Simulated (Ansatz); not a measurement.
**Work function of K(111): what the settings cost and change**

How far do functional and pseudopotentials move the work function of K(111), and at what cost?

Method: plane-wave DFT, PBE, Ansatz PAW, in the first sound run; inputs show where later runs differ, in Ansatz 0.2.0.

## 1. The structure

The cell holds 11 atoms: 11 K. Cell: a = 7.396 Å, b = 7.396 Å, c = 33.098 Å, α = 90.0°, β = 90.0°, γ = 60.0°. Vacuum lies along c.

## 2. Slab, setting PBE, Ansatz PAW (420 eV)

A work function rests on the faint tail of the density, so the SCF threshold is tight. PBE on the default files comes first; the next runs keep the geometry and change functional or files, each at the cutoff that its files recommend; a relaxation and, for heavy metals, spin-orbit coupling close the ladder.

File input.yaml:

```yaml
crystal:
  lattice:
    - [7.3963369312, 0.0, 0.0]
    - [3.6981684656, 6.4054156774, 0.0]
    - [0.0, 0.0, 33.0977095393]
  atoms:
    - { symbol: K, position: [0.6666666667, 0.6666666667, 0.2719221398] }
    - { symbol: K, position: [0.0, 0.0, 0.3175377118] }
    - { symbol: K, position: [0.3333333333, 0.3333333333, 0.3631532839] }
    - { symbol: K, position: [0.6666666667, 0.6666666667, 0.4087688559] }
    - { symbol: K, position: [0.0, 0.0, 0.454384428] }
    - { symbol: K, position: [0.3333333333, 0.3333333333, 0.5] }
    - { symbol: K, position: [0.6666666667, 0.6666666667, 0.545615572] }
    - { symbol: K, position: [0.0, 0.0, 0.5912311441] }
    - { symbol: K, position: [0.3333333333, 0.3333333333, 0.6368467161] }
    - { symbol: K, position: [0.6666666667, 0.6666666667, 0.6824622882] }
    - { symbol: K, position: [0.0, 0.0, 0.7280778602] }
kpoints:
  mp_grid: { grid: [7, 7, 1] }
hamiltonian:
  xc: pbe
scf:
  occupations: { method: fermi_dirac, width: 0.1 }
  convergence: { dr2_threshold: 1.0e-09 }
efield:
  axis: 3
  dipole_correction: true
  ramp_position: 0.97
  ramp_width: 0.06
output:
  write_potential: true
  write_density: true
  volumetric_format: npy
  elf: true
```

Launch:

```console
> ansatz run input.yaml --threads 4 --pin off --max-ram 6144MiB --backend cpu --events-out ev --progress --plain --runs-dir out
```

Numbers of over 12 decimals in the logs are rounded to 6 here.

What it wrote:

```text
Engine: ansatz 0.2.0, aarch64-unknown-linux-gnu
Pseudopotentials: kind: paw
Pseudopotential: K, paw, valence charge 9, recommended cutoff 420 eV (normal), K.paw.azcp
Functional definition: PBE
  parameter kappa = 0.804
  parameter beta = 0.066725
  exchange = pbe_x(kappa = kappa, mu = beta*pi^2/3)
  correlation = pbe_c(beta = beta)
Crystal: 11 atoms, lattice volume = 1568.057 Å³
Basis set: ecut = 420 eV, 30747 PW (Γ)
Bands: 61, of which v1, the nominal top of the filled ones, is band 50 counted from 1 (49 counted from 0)
Symmetry: 6 space group operations
k-points: 8 of 49 (time reversal used)
Non-local potential: K, projectors of the file, l = 0: 3, l = 1: 2, l = 2: 2
PAW form: soft (Blöchl's): semilocal exchange-correlation on the pseudo side does not see the compensation charge
PAW one-centre angular grid: K, 110 points (default); XC on 64 Gauss nodes
Initial density: superposition of atomic densities (neutral atoms: chi_scale 0, normalization atom), corrected by the library's trained network
Initial wavefunctions: pseudopotential atomic-orbital guess
Functional: x = pbe(κ = 0.804, μ = 0.219515), c = pbe(β = 0.066725)
SCF iter   1: F=—  HF=-16915.030179 eV  |F-HF|=—  |Δ(HF+E_count)|=         —  Δρ=1.02e-3  dr2=1.10e0  ethr=1.77e-3  p=0.000 e·Å  D=2.28e-14 V/Å  ΔV_dip=-0.00 eV  dr2_dipole=9.98e-8  V_vac-E_F(+/−)=1.94/1.94 eV  ⟨swp⟩=15.8  Hψ=2727  notcnv=0
efield: sawtooth ramp at fractional position 0.9700 (set: `efield.ramp_position`, or a place that a band, a saddle search or an elastic batch's reference lends), width 0.0600; the density the first Hamiltonian is built on has a dipole p = 0.000 e·Å; the dipole correction subtracts the counter field D = 2.28e-14 V/Å, which shifts the + side's vacuum level by -0.00 eV against the − side's; the planar-averaged density in the ramp window peaks in size at 7.3e-7 e/Å³
preconditioner: auto → LDOS  [metal: Δε(μ)=0.083 eV  Ē_g=1.722 eV  σ=0.100 eV  W_gap=0.21  n_scr=126 (ndim 8)  ℏωp=3.1 eV  f_vac=0.450  D(μ)=8.68/eV (n_scr^D=28)  β→1.0]
SCF iter   2: F=—  HF=-16914.973857 eV  |F-HF|=—  |Δ(HF+E_count)|=   5.63e-2  Δρ=5.86e-4  dr2=7.97e-3  ethr=1.11e-3  p=-0.000 e·Å  D=-2.20e-6 V/Å  ΔV_dip=0.00 eV  dr2_dipole=1.53e-7  V_vac-E_F(+/−)=2.16/2.16 eV  ⟨swp⟩=5.8  Hψ=833  notcnv=0
SCF iter   3: F=—  HF=-16914.974495 eV  |F-HF|=—  |Δ(HF+E_count)|=   6.37e-4  Δρ=5.70e-4  dr2=6.62e-3  ethr=8.05e-6  p=0.000 e·Å  D=3.01e-6 V/Å  ΔV_dip=-0.00 eV  dr2_dipole=1.36e-8  V_vac-E_F(+/−)=2.18/2.18 eV  ⟨swp⟩=2.5  Hψ=943  notcnv=0
SCF iter   4: F=—  HF=-16914.972711 eV  |F-HF|=—  |Δ(HF+E_count)|=   1.78e-3  Δρ=3.23e-5  dr2=9.04e-5  ethr=6.68e-6  p=0.000 e·Å  D=1.39e-6 V/Å  ΔV_dip=-0.00 eV  dr2_dipole=3.98e-10  V_vac-E_F(+/−)=2.19/2.19 eV  ⟨swp⟩=2.0  Hψ=710  notcnv=0
SCF iter   5: F=—  HF=-16914.972735 eV  |F-HF|=—  |Δ(HF+E_count)|=   2.42e-5  Δρ=1.24e-5  dr2=4.90e-6  ethr=9.13e-8  p=0.000 e·Å  D=7.95e-8 V/Å  ΔV_dip=-0.00 eV  dr2_dipole=1.14e-10  V_vac-E_F(+/−)=2.20/2.20 eV  ⟨swp⟩=3.0  Hψ=832  notcnv=0
SCF iter   6: F=—  HF=-16914.972401 eV  |F-HF|=—  |Δ(HF+E_count)|=   3.34e-4  Δρ=6.42e-6  dr2=9.11e-7  ethr=4.95e-9  p=-0.000 e·Å  D=-9.62e-8 V/Å  ΔV_dip=0.00 eV  dr2_dipole=1.54e-10  V_vac-E_F(+/−)=2.21/2.21 eV  ⟨swp⟩=2.5  Hψ=854  notcnv=0
SCF iter   7: F=—  HF=-16914.972401 eV  |F-HF|=—  |Δ(HF+E_count)|=   4.83e-8  Δρ=1.79e-6  dr2=9.97e-8  ethr=9.20e-10  p=0.000 e·Å  D=2.53e-8 V/Å  ΔV_dip=-0.00 eV  dr2_dipole=8.49e-15  V_vac-E_F(+/−)=2.21/2.21 eV  ⟨swp⟩=2.5  Hψ=817  notcnv=0
SCF iter   8: F=—  HF=-16914.972401 eV  |F-HF|=—  |Δ(HF+E_count)|=   2.62e-8  Δρ=6.28e-7  dr2=1.34e-8  ethr=1.01e-10  p=-0.000 e·Å  D=-2.03e-8 V/Å  ΔV_dip=0.00 eV  dr2_dipole=1.01e-13  V_vac-E_F(+/−)=2.21/2.21 eV  ⟨swp⟩=3.0  Hψ=945  notcnv=0
SCF iter   9: F=—  HF=-16914.972401 eV  |F-HF|=—  |Δ(HF+E_count)|=   3.89e-9  Δρ=2.16e-7  dr2=1.25e-9  ethr=1.36e-11  p=-0.000 e·Å  D=-1.95e-8 V/Å  ΔV_dip=0.00 eV  dr2_dipole=3.37e-14  V_vac-E_F(+/−)=2.21/2.21 eV  ⟨swp⟩=3.5  Hψ=1046  notcnv=0
SCF iter  10: F=-16914.972401 eV  HF=-16914.972401 eV  |F-HF|=3.64e-12  |Δ(HF+E_count)|=   2.21e-9  Δρ=4.28e-8  dr2=1.07e-10  ethr=1.01e-12  p=-0.000 e·Å  D=-2.86e-8 V/Å  ΔV_dip=0.00 eV  dr2_dipole=7.37e-14  V_vac-E_F(+/−)=2.21/2.21 eV  ⟨swp⟩=12.4  Hψ=1457  notcnv=0
the search or the solves at the SCF's close seem to have found levels that the self-consistency loop had missed (the run counts 1). By its estimate they hold 4.80e-9 electrons. The energies and the density leave them out; if the run goes on with those levels, later outputs use occupations computed again with them
SCF 1 converged in 10 iterations: F = -16914.972401 eV  dr2 = 1.07e-10
  greatest PAW one-centre occupation: 0.988 electrons in one spin orbital (limit 2), on the K atom at site 1 (counted from 0), in its partial waves of l = 0
WARN: The output density's exchange-correlation potential varies sharply where the density is thin. Do not read a vacuum level from v_tot or v_xc, or from such a field of the output density. On a cell that repeats whose density bears no net charge and no dipole along the vacuum's axis use v_es (v_loc + v_h of the components); under efield.dipole_correction with no amplitude use v_es + v_field, which holds any externa [...]
SCF converged after 10 iterations
Free energy (F): -16914.972401 eV
Harris-Foulkes:  -16914.972401 eV  (|F-HF|=3.64e-12)
Internal energy: -16914.680542 eV  (E = F + TS)
E sigma→0 (E₀):  -16914.826471 eV
Entropy (-TS):   -0.291859 eV (-26.533 meV/atom)
Fermi energy:    -0.117403 eV
Dipole field:    D = -0.000000 V/Å  (p = -0.000001 e·Å, saw-weighted, corrected)
Work function:   Φ+ = 2.2060 eV   Φ− = 2.2060 eV
Levels:          The Fermi level and band energies are counted from a zero that moves with the ramp; work functions are not
--- Per-component energies (eV) ---
  E_band       = -1766.175268
  E_kinetic    = 2773.605495
  E_local      = -34055.983701  (includes V_loc(G=0)·N_el)
  E_nonlocal   = 142.506972
  E_hartree    = 15741.980635
  E_xc         = -1470.530580
  E_vxc        = -1792.367498  (∫ρ·V_xc dr)
  E_paw        = -8600.349254  (= ΣΔE_a)
  E_vpaw       = -317.898815  (= ΣTr[D̂ρ^β])
  E_aug_tail   = -0.000037  (compensation charges beyond the density's cutoff)
  E_efield     = 0.000000  (sawtooth field / dipole correction)
  E_vefield    = 0.000000  (∫n·V_field dr)
  E_ewald      = 8554.089928
  E_smearing   = -0.291859  (= −TS)
  E_closure    = -0.000000  (closes the sum)
  Σ components = -16914.972401   (vs F -16914.972401, Δ=0.00e0)
--- Band table (eV; the first three rows and the last of 8) ---
  k-point 0: bands = [... 46 lower, -1.3527, -0.6993, -0.0035, 0.6600, 1.1270, 1.1270, 1.1521, 1.1521, ... 7 higher]
  k-point 1: bands = [... 46 lower, -1.2730, -0.6254, 0.0635, 0.4958, 0.7212, 0.7432, 0.8890, 0.9337, ... 7 higher]
  k-point 2: bands = [... 46 lower, -1.0375, -0.4098, -0.2404, 0.0455, 0.2569, 0.4825, 0.6393, 0.7262, ... 7 higher]
  k-point 7: bands = [... 46 lower, -0.6956, -0.6755, -0.4508, -0.3970, -0.3472, 0.0252, 0.1406, 0.1747, ... 7 higher]
```

The job ended after 89 s (4 threads of Arm Neoverse N1, shared host; peak memory 2.4 GiB; 4.2 min of CPU time).

Reading the cycles: dr2 is the Hartree energy of the density residual (eV), the measure of convergence; HF is the Harris–Foulkes estimate of the energy, which meets the free energy F at convergence.

This step gave:

| Property | Result |
| --- | --- |
| energy at zero smearing | -16914.8265 eV |
| work function, upper face | 2.206 eV |

Running mean over 1.51 Å of the planar mean; the ramp of the sawtooth is left out. The electron's electrostatic potential energy less the Fermi level by z:

```tsv
z (Å)	electron's electrostatic potential energy less the Fermi level (eV)
4	2.20
5	2.19
6	2.15
7	1.96
8	1.02
9	-0.499
10	-0.747
11	-0.703
12	-0.688
13	-0.691
14	-0.681
15	-0.685
16	-0.702
17	-0.703
18	-0.686
19	-0.680
20	-0.691
21	-0.688
22	-0.699
23	-0.746
24	-0.564
25	0.853
26	1.93
27	2.14
28	2.19
29	2.20
```

ELF in the ca plane at fractional y = 0.000, with atoms of K within 0.2 Å of it. It is the smooth field of the valence electrons, not physical close to the nuclei.

Values, 11 rows by 16 columns, each cell a mean:
```
0.10 0.73 0.82 0.24 0.16 0.31 0.82 0.67 0.12 0.14 0.66 0.83 0.37 0.08 0.26 0.08
0.17 0.27 0.42 0.09 0.33 0.10 0.44 0.23 0.22 0.29 0.22 0.46 0.10 0.14 0.21 0.05
0.40 0.12 0.08 0.27 0.50 0.26 0.08 0.12 0.43 0.55 0.19 0.07 0.10 0.23 0.13 0.03
0.44 0.44 0.42 0.42 0.44 0.45 0.42 0.40 0.45 0.53 0.54 0.43 0.35 0.21 0.06 0.01
0.27 0.42 0.46 0.29 0.27 0.33 0.48 0.37 0.28 0.31 0.40 0.49 0.33 0.12 0.03 0.00
0.21 0.37 0.43 0.23 0.21 0.26 0.46 0.33 0.22 0.23 0.32 0.44 0.29 0.10 0.02 0.00
0.32 0.45 0.48 0.33 0.32 0.37 0.49 0.40 0.33 0.37 0.46 0.52 0.36 0.14 0.03 0.01
0.46 0.37 0.32 0.42 0.48 0.44 0.32 0.34 0.47 0.58 0.48 0.30 0.29 0.23 0.07 0.01
0.33 0.08 0.07 0.19 0.47 0.17 0.07 0.07 0.37 0.48 0.11 0.08 0.06 0.21 0.16 0.03
0.13 0.44 0.63 0.11 0.26 0.14 0.65 0.38 0.18 0.22 0.37 0.67 0.17 0.11 0.23 0.06
0.10 0.76 0.79 0.29 0.14 0.36 0.78 0.72 0.11 0.13 0.71 0.78 0.42 0.07 0.26 0.09
```
Columns run along c (16.0 Å, from fractional 0.40 to 0.88 of the cell), rows up along a (7.4 Å). Atoms in or near the plane, at fractional coordinates: K at (0.45, 0.00), K at (0.59, 0.00), K at (0.73, 0.00).

Electrostatic potential energy in the ca plane at fractional y = 0.000, with atoms of K within 0.2 Å of it. With pseudopotentials it is smooth inside the atoms' cores, unlike the true potential.

Values in eV, 11 rows by 16 columns, each cell a mean:
```
  0 -20 -31  -3   1  -4 -32 -17   1   1 -17 -32  -5   1   2   2
  1  -3  -6   0   2   0  -7  -3   1   1  -3  -7  -1   1   2   2
  2   1   1   2   2   2   1   1   2   2   1   0   1   2   2   2
  2   2   2   2   2   2   2   2   2   2   2   2   2   2   2   2
  2   2   2   2   2   2   2   2   2   2   2   2   2   2   2   2
  1   2   2   2   1   2   2   2   1   1   2   2   2   2   2   2
  2   2   2   2   2   2   2   2   2   2   2   2   2   2   2   2
  2   2   2   2   2   2   2   2   2   2   2   1   2   2   2   2
  2   0   0   1   2   1   0   0   2   2   0  -1   1   2   2   2
  1  -7 -13  -1   2  -1 -14  -6   1   1  -6 -14  -2   1   2   2
  0 -23 -34  -4   1  -5 -36 -20   0   0 -21 -36  -6   1   2   2
```
Columns run along c (16.0 Å, from fractional 0.40 to 0.88 of the cell; values clipped at the 3rd and 97th percentile), rows up along a (7.4 Å). Atoms in or near the plane, at fractional coordinates: K at (0.45, 0.00), K at (0.59, 0.00), K at (0.73, 0.00).

Valence density in the ca plane at fractional y = 0.000, with atoms of K within 0.2 Å of it. It is the smooth field of the valence electrons, not physical close to the nuclei.

Ten steps, logarithmic in the rise over the least value, from '0' (0.0 e/Å³) to '9' (4.2 e/Å³), each cell a mean:
```
01258998621000147999741000125899852000000000
00146886410000125787521000014688641000000000
00123553210000013454310000012355420000000000
00011221100000001121100000001122100000000000
00000000000000000000000000000000000000000000
00000000000000000000000000000000000000000000
00000000000000000000000000000000000000000000
00000000000000000000000000000000000000000000
00000000000000000000000000000000000000000000
00000000000000000000000000000000000000000000
00000000000000000000000000000000000000000000
00000000000000000000000000000000000000000000
00000000000000000000000000000000000000000000
00000000000000000000000000000000000000000000
00000000000000000000000000000000000000000000
00001111000000000111000000000111000000000000
00012332100000012333210000011233210000000000
00135775310000124676421000013567531000000000
01258998521000136898631000125899852000000000
01369999631000147999841000126999962000000000
```
Columns run along c (16.0 Å, from fractional 0.40 to 0.88 of the cell), rows up along a (7.4 Å). Atoms in or near the plane, at fractional coordinates: K at (0.45, 0.00), K at (0.59, 0.00), K at (0.73, 0.00).

The work function is 2.206 eV.

## 3. Run

This step: plane-wave DFT, LDA, Ansatz PAW (Ansatz 0.2.0).

input.yaml, as its differences from that of step 2:

```diff
@@ -20,3 +20,3 @@
 hamiltonian:
-  xc: pbe
+  xc: lda
 scf:
@@ -33,2 +33 @@
   volumetric_format: npy
-  elf: true
```

What it wrote:

```text
[...]
Crystal: 11 atoms, lattice volume = 1568.057 Å³
Basis set: ecut = 420 eV, 30747 PW (Γ)
Bands: 61, of which v1, the nominal top of the filled ones, is band 50 counted from 1 (49 counted from 0)
Symmetry: 6 space group operations
k-points: 8 of 49 (time reversal used)
[...]
k-point 1: bands = [... 46 lower, -1.4378, -0.7835, -0.0862, 0.3403, 0.5796, 0.5898, 0.7538, 0.7586, ... 7 higher]
  k-point 2: bands = [... 46 lower, -1.2021, -0.5701, -0.4013, -0.1127, 0.0964, 0.3271, 0.4525, 0.6024, ... 7 higher]
  k-point 7: bands = [... 46 lower, -0.8604, -0.8400, -0.6146, -0.5620, -0.5090, -0.1410, -0.0156, 0.0088, ... 7 higher]
[key lines of the parts left out:]
SCF converged after 9 iterations
Free energy (F): -16457.850610 eV
Fermi energy:    -0.279601 eV
Dipole field:    D = -0.000000 V/Å  (p = -0.000002 e·Å, saw-weighted, corrected)
Work function:   Φ+ = 2.3354 eV   Φ− = 2.3354 eV
```

Wall time 99 s (4 threads); peak memory 2.3 GiB.

The work function is 2.335 eV, +0.129 eV from the run “PBE, Ansatz PAW (420 eV)”, at 0.90 times its CPU time.

## 4. Run

This step: plane-wave DFT, PBEsol, Ansatz PAW (Ansatz 0.2.0).

input.yaml, as its differences from that of step 3:

```diff
@@ -20,3 +20,3 @@
 hamiltonian:
-  xc: lda
+  xc: pbesol
 scf:
```

What it wrote:

```text
[...]
Crystal: 11 atoms, lattice volume = 1568.057 Å³
Basis set: ecut = 420 eV, 30747 PW (Γ)
Bands: 61, of which v1, the nominal top of the filled ones, is band 50 counted from 1 (49 counted from 0)
Symmetry: 6 space group operations
k-points: 8 of 49 (time reversal used)
[...]
k-point 1: bands = [... 46 lower, -1.2977, -0.6493, 0.0384, 0.4704, 0.6958, 0.7176, 0.8632, 0.9085, ... 7 higher]
  k-point 2: bands = [... 46 lower, -1.0621, -0.4329, -0.2656, 0.0197, 0.2328, 0.4567, 0.6139, 0.7003, ... 7 higher]
  k-point 7: bands = [... 46 lower, -0.7208, -0.7002, -0.4737, -0.4238, -0.3727, 0.0034, 0.1138, 0.1496, ... 7 higher]
[key lines of the parts left out:]
SCF converged after 10 iterations
Free energy (F): -16675.577711 eV
Fermi energy:    -0.142000 eV
Dipole field:    D = -0.000000 V/Å  (p = -0.000002 e·Å, saw-weighted, corrected)
Work function:   Φ+ = 2.2090 eV   Φ− = 2.2090 eV
```

The job ended after 63 s (4 threads; peak memory 2.4 GiB; 3.9 min of CPU time).

The work function is 2.209 eV, +0.003 eV from the run “PBE, Ansatz PAW (420 eV)”, at 0.93 times its CPU time.

## 5. Slab

This step: plane-wave DFT, RPBE, Ansatz PAW (Ansatz 0.2.0).

input.yaml, as its differences from that of step 4:

```diff
@@ -20,3 +20,3 @@
 hamiltonian:
-  xc: pbesol
+  xc: rpbe
 scf:
```

What it wrote:

```text
[...]
Crystal: 11 atoms, lattice volume = 1568.057 Å³
Basis set: ecut = 420 eV, 30747 PW (Γ)
Bands: 61, of which v1, the nominal top of the filled ones, is band 50 counted from 1 (49 counted from 0)
Symmetry: 6 space group operations
k-points: 8 of 49 (time reversal used)
[...]
k-point 1: bands = [... 46 lower, -1.1725, -0.5300, 0.1522, 0.5871, 0.7980, 0.8333, 0.9649, 1.0383, ... 7 higher]
  k-point 2: bands = [... 46 lower, -0.9376, -0.3137, -0.1439, 0.1397, 0.3500, 0.5737, 0.7509, 0.7992, ... 7 higher]
  k-point 7: bands = [... 46 lower, -0.5961, -0.5762, -0.3531, -0.2973, -0.2501, 0.1233, 0.2330, 0.2727, ... 7 higher]
[key lines of the parts left out:]
SCF converged after 10 iterations
Free energy (F): -16962.302658 eV
Fermi energy:    -0.020952 eV
Dipole field:    D = -0.000000 V/Å  (p = -0.000003 e·Å, saw-weighted, corrected)
Work function:   Φ+ = 2.1373 eV   Φ− = 2.1373 eV
```

Elapsed: 62 s, on 4 threads; peak memory 2.4 GiB; 3.9 min of CPU time.

The work function is 2.137 eV, -0.069 eV from the run “PBE, Ansatz PAW (420 eV)”, at 0.92 times its CPU time.

## 6. Slab

This step: plane-wave DFT, r2SCAN, Ansatz PAW (Ansatz 0.2.0).

input.yaml, as its differences from that of step 5:

```diff
@@ -20,3 +20,3 @@
 hamiltonian:
-  xc: rpbe
+  xc: r2scan
 scf:
```

What it wrote:

```text
[...]
Crystal: 11 atoms, lattice volume = 1568.057 Å³
Basis set: ecut = 500 eV, 39967 PW (Γ), exchange–correlation on 216×216×972 points (64 copies of the dense FFT grid, shifted against one another)
Bands: 61, of which v1, the nominal top of the filled ones, is band 50 counted from 1 (49 counted from 0)
Symmetry: 6 space group operations
[...]
k-point 1: bands = [... 46 lower, -1.3049, -0.6185, 0.1050, 0.5763, 0.7864, 0.8437, 0.9482, 1.0979, ... 7 higher]
  k-point 2: bands = [... 46 lower, -1.0508, -0.3801, -0.1997, 0.1011, 0.3283, 0.5648, 0.7603, 0.8135, ... 7 higher]
  k-point 7: bands = [... 46 lower, -0.6808, -0.6579, -0.4147, -0.3663, -0.3125, 0.0996, 0.1983, 0.2538, ... 7 higher]
[key lines of the parts left out:]
SCF converged after 11 iterations
Free energy (F): -16966.501576 eV
Fermi energy:    -0.063950 eV
Dipole field:    D = -0.000000 V/Å  (p = -0.000001 e·Å, saw-weighted, corrected)
Work function:   Φ+ = 2.1612 eV   Φ− = 2.1612 eV
```

Elapsed: 2.5 min, on 4 threads; peak memory 4.9 GiB; 9.1 min of CPU time.

The work function is 2.161 eV, -0.045 eV from the run “PBE, Ansatz PAW (420 eV)”, at 2.1 times its CPU time.

## 7. Run

This step: plane-wave DFT, PBE, JTH PAW (Ansatz 0.2.0).

input.yaml, as its differences from that of step 6:

```diff
@@ -20,3 +20,4 @@
 hamiltonian:
-  xc: r2scan
+  xc: pbe
+  pseudopotentials: { kind: paw, source: jth }
 scf:
```

What it wrote:

```text
[...]
k-point 1: bands = [... 46 lower, -1.2671, -0.6193, 0.0698, 0.5023, 0.7276, 0.7498, 0.8953, 0.9408, ... 7 higher]
  k-point 2: bands = [... 46 lower, -1.0315, -0.4035, -0.2342, 0.0518, 0.2634, 0.4891, 0.6466, 0.7322, ... 7 higher]
  k-point 7: bands = [... 46 lower, -0.6896, -0.6695, -0.4447, -0.3908, -0.3411, 0.0315, 0.1471, 0.1812, ... 7 higher]
[key lines of the parts left out:]
SCF converged after 11 iterations
Free energy (F): -16912.686742 eV
Fermi energy:    -0.111062 eV
Dipole field:    D = -0.000000 V/Å  (p = -0.000001 e·Å, saw-weighted, corrected)
Work function:   Φ+ = 2.2059 eV   Φ− = 2.2059 eV
```

Run time: 2.9 min. Hardware: 4 threads; peak memory 4.7 GiB; 8 min of CPU time.

The work function is 2.206 eV, -0.000 eV from the run “PBE, Ansatz PAW (420 eV)”, at 1.9 times its CPU time.

[end of part 1 of 2]

[Logs are printed without paths, hosts, clocks, repeated set-up lines and the standing remarks that a program may print on its own settings, such as how far it seeks lower states.]

[Hosts, paths, dates, database ids (printed as entryN), source tags and the programs' standing remarks are cut or masked in the printed files.]

[Maps of the electrostatic potential energy from Ansatz leave out the sawtooth potential of an applied field or a dipole correction, so their vacuum need not be flat; planar profiles and work functions include it.]
